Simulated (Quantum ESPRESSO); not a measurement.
**CeO2 (Fm-3m): from Born charge to LO-TO splitting**

Aim: work out the LO frequency and the static dielectric constant of CeO2 (Fm-3m) from one linear-response run, then check them.

Method: DFT LDA, scalar-relativistic, plane waves, JTH PAW pseudopotentials, in Quantum ESPRESSO 7.5.

### Step 1. Set-up

Symmetry: Fm-3m, No. 225, cubic system. The conventional cell has a = 5.387 Å, b = 5.387 Å, c = 5.387 Å, α = 90.00°, β = 90.00°, γ = 90.00°. Nearest to Ce lie 8 O at 2.33 Å. Nearest to O lie 4 Ce at 2.33 Å. Farther neighbours and most contacts between anions are not listed.

Structure file:

```xyz
3
Lattice="0.0000 2.6934 2.6934 2.6934 0.0000 2.6934 2.6934 2.6934 0.0000" Properties=species:S:1:pos:R:3 pbc="T T T"
Ce    0.0000    0.0000    0.0000
O     1.3467    1.3467    1.3467
O     4.0400    4.0400    4.0400
```

This is the cell after its relaxation at this level of theory, not the database cell from which that began.

### Step 2. What the response run gave

A linear-response run on the relaxed cell, with the response to an electric field; only its zone-centre results are used. Cutoff 50 Ry, k mesh 8×8×8.

What it wrote:

```text
[banners, grids, parts of the stress and lines that vanish by symmetry left out]
Program PHONON v.7.5
     Reading xml data from directory:

[...]
Exchange-correlation= PW
                           (   1   4   0   0   0   0   0)
[...]
kinetic-energy cut-off    =      50.0000  Ry
     charge density cut-off    =     250.0000  Ry
     convergence threshold     =      1.0E-18
[...]
Exchange-correlation= PW
                           (   1   4   0   0   0   0   0)
[...]
q = (   0.0000000   0.0000000   0.0000000 )
     49 Sym.Ops. (with q -> -q+G )
     G cutoff =  328.0920  (  17573 G-vectors)     FFT grid: ( 40, 40, 40)
     G cutoff =  262.4736  (  12627 G-vectors)  smooth grid: ( 36, 36, 36)
     number of k points=    29
[...]
Mode symmetry, O_h (m-3m)  point group:
[...]
Dielectric constant
[...]
End of electric fields calculation
          Dielectric constant in cartesian axis
          (       7.933018097       0.000000000      -0.000000000 )
          (      -0.000000000       7.933018097      -0.000000000 )
          (       0.000000000      -0.000000000       7.933018097 )
          Effective charges (d Force / dE) in cartesian axis without acoustic sum rule applied (asr)
           atom    1  Ce    Mean Z*:        5.76458
      Ex  (        5.76458       -0.00000        0.00000 )
      Ey  (       -0.00000        5.76458       -0.00000 )
      Ez  (        0.00000       -0.00000        5.76458 )
           atom    2  O     Mean Z*:       -2.88142
      Ex  (       -2.88142       -0.00000       -0.00000 )
      Ey  (       -0.00000       -2.88142        0.00000 )
      Ez  (       -0.00000        0.00000       -2.88142 )
           atom    3  O     Mean Z*:       -2.88142
      Ex  (       -2.88142       -0.00000        0.00000 )
      Ey  (       -0.00000       -2.88142        0.00000 )
      Ez  (        0.00000        0.00000       -2.88142 )
          Effective charges Sum: Mean:        0.00174
[...]
Effective charges (d Force / dE) in cartesian axis with asr applied:
           atom    1  Ce    Mean Z*:        5.76400
[...]
atom    2  O     Mean Z*:       -2.88200
[...]
atom    3  O     Mean Z*:       -2.88200
[...]
Representation #   1 modes #   1   2   3
[...]
End of self-consistent calculation
     Convergence has been achieved
     Representation #   2 modes #   4   5   6
[...]
End of self-consistent calculation
     Convergence has been achieved
     Representation #   3 modes #   7   8   9
[...]
End of self-consistent calculation
     Convergence has been achieved
[...]
Dielectric constant in cartesian axis
          (       7.933018097       0.000000000      -0.000000000 )
          (      -0.000000000       7.933018097      -0.000000000 )
          (       0.000000000      -0.000000000       7.933018097 )
          Effective charges (d Force / dE) in cartesian axis without acoustic sum rule applied (asr)
           atom    1  Ce    Mean Z*:        5.76458
      Ex  (        5.76458       -0.00000        0.00000 )
      Ey  (       -0.00000        5.76458       -0.00000 )
      Ez  (        0.00000       -0.00000        5.76458 )
           atom    2  O     Mean Z*:       -2.88142
      Ex  (       -2.88142       -0.00000       -0.00000 )
      Ey  (       -0.00000       -2.88142        0.00000 )
      Ez  (       -0.00000        0.00000       -2.88142 )
           atom    3  O     Mean Z*:       -2.88142
      Ex  (       -2.88142       -0.00000        0.00000 )
      Ey  (       -0.00000       -2.88142        0.00000 )
      Ez  (        0.00000        0.00000       -2.88142 )
          Effective charges Sum: Mean:        0.00174
[...]
Effective charges (d Force / dE) in cartesian axis with asr applied:
           atom    1  Ce    Mean Z*:        5.76400
[...]
atom    2  O     Mean Z*:       -2.88200
[...]
atom    3  O     Mean Z*:       -2.88200
[...]
q = (    0.000000000   0.000000000   0.000000000 )
[...]
freq (    1) =       0.011554 [THz] =       0.385409 [cm-1]
     freq (    2) =       0.011554 [THz] =       0.385409 [cm-1]
     freq (    3) =       0.011554 [THz] =       0.385409 [cm-1]
     freq (    4) =       9.005318 [THz] =     300.385078 [cm-1]
     freq (    5) =       9.005318 [THz] =     300.385078 [cm-1]
     freq (    6) =       9.005318 [THz] =     300.385078 [cm-1]
     freq (    7) =      13.338828 [THz] =     444.935397 [cm-1]
     freq (    8) =      13.338828 [THz] =     444.935397 [cm-1]
     freq (    9) =      13.338828 [THz] =     444.935397 [cm-1]
[...]
Mode symmetry, O_h (m-3m)  point group:
     freq (   1-   3) =          0.4  [cm-1]   --> T_1u G_15  G_4- I
     freq (   4-   6) =        300.4  [cm-1]   --> T_1u G_15  G_4- I
     freq (   7-   9) =        444.9  [cm-1]   --> T_2g G_25' G_5+ R

   JOB DONE.
```

```
                       quantity    value
             cell volume Ω (Å³)   39.076
                 mass of Ce (u)  140.116
                  mass of O (u)   15.999
     Born charge of Ce, raw (e)    5.765
      Born charge of O, raw (e)   -2.881
                             ε∞    7.933
ω(TO) after the sum rule (cm⁻¹)    300.4
```

### Step 3. The calculation

The charges must sum to zero over the cell; taking off their mean, 0.001 e, leaves Z* = 5.764 e on Ce. In the polar mode Ce moves against the two O, so the reduced mass is μ = 140.12 × 32.00 / 172.11 = 26.049 u.

A longitudinal wave builds up a field that adds to the restoring force: ω(LO)² = ω(TO)² + 4π Z*² / (μ Ω ε∞), in Hartree atomic units. With μ = 47485 electron masses and Ω = 263.70 bohr³ the second term is 4.2030e-06 Ha², or 202454 cm⁻² (1 Ha = 219474.6 cm⁻¹).

So ω(LO) = √(90234 + 202454) = 541.0 cm⁻¹, and by the Lyddane-Sachs-Teller relation ε₀ = ε∞ (ω(LO)/ω(TO))² = 25.73.

### Step 4. Check against the program

The analysis program adds the same non-analytic term to the full matrix, here for q along (1 0 0).

What it wrote:

```text
[banners, grids, parts of the stress and lines that vanish by symmetry left out]
[banner, memory and clock lines left out]
Program DYNMAT v.7.5

     Reading Dynamical Matrix from file g.dyn
     ...Force constants read
     ...epsilon and Z* read

     Polarizability (A^3 units)
     multiply by 0.302023 for Clausius-Mossotti correction
        21.558765   -0.000000    0.000000
         0.000000   21.558765   -0.000000
        -0.000000   -0.000000   21.558765

     IR activities are in (D/A)^2/amu units

# mode   [cm-1]    [THz]      IR
    1     -0.00   -0.0000    0.0000
    2      0.00    0.0000    0.0000
[...]
8    444.94   13.3390    0.0000
    9    541.01   16.2190   29.4254

[end of the log left out, with the tail of the file of modes that dynmat.x writes under the same name]
```

ε₀ comes from the program's run without a direction of q.

```
    quantity  by hand  program
ω(LO) (cm⁻¹)    541.0    541.0
          ε₀    25.73    25.73
```

### Step 5. Results

| Property | Result |
| --- | --- |
| TO mode | 300.4 cm⁻¹ |
| LO mode | 541.0 cm⁻¹ |
| static dielectric constant | 25.73 |

**Reading.** The LO mode of CeO2 (Fm-3m) lies at 541 cm⁻¹, 241 cm⁻¹ above the TO mode; the formula meets the program within 0.1 cm⁻¹, as it must for a cubic crystal with one polar mode. ω(LO)² − ω(TO)² goes with Z*²/ε∞: an error of 5 % in ε∞ would move the LO mode by 9.0 cm⁻¹, and semilocal functionals tend to overestimate ε∞. These are harmonic values at zero temperature, at the volume of this functional, for the structure held cubic; stability elsewhere in the zone is no part of this calculation.

[Host names and launcher messages were left out of these logs when they were recorded.]

[Logs are printed without paths, hosts, clocks, repeated set-up lines and the standing remarks that a program may print on its own settings, such as how far it seeks lower states.]

[Hosts, paths, dates, database ids (printed as entryN), source tags and the programs' standing remarks are cut or masked in the printed files.]
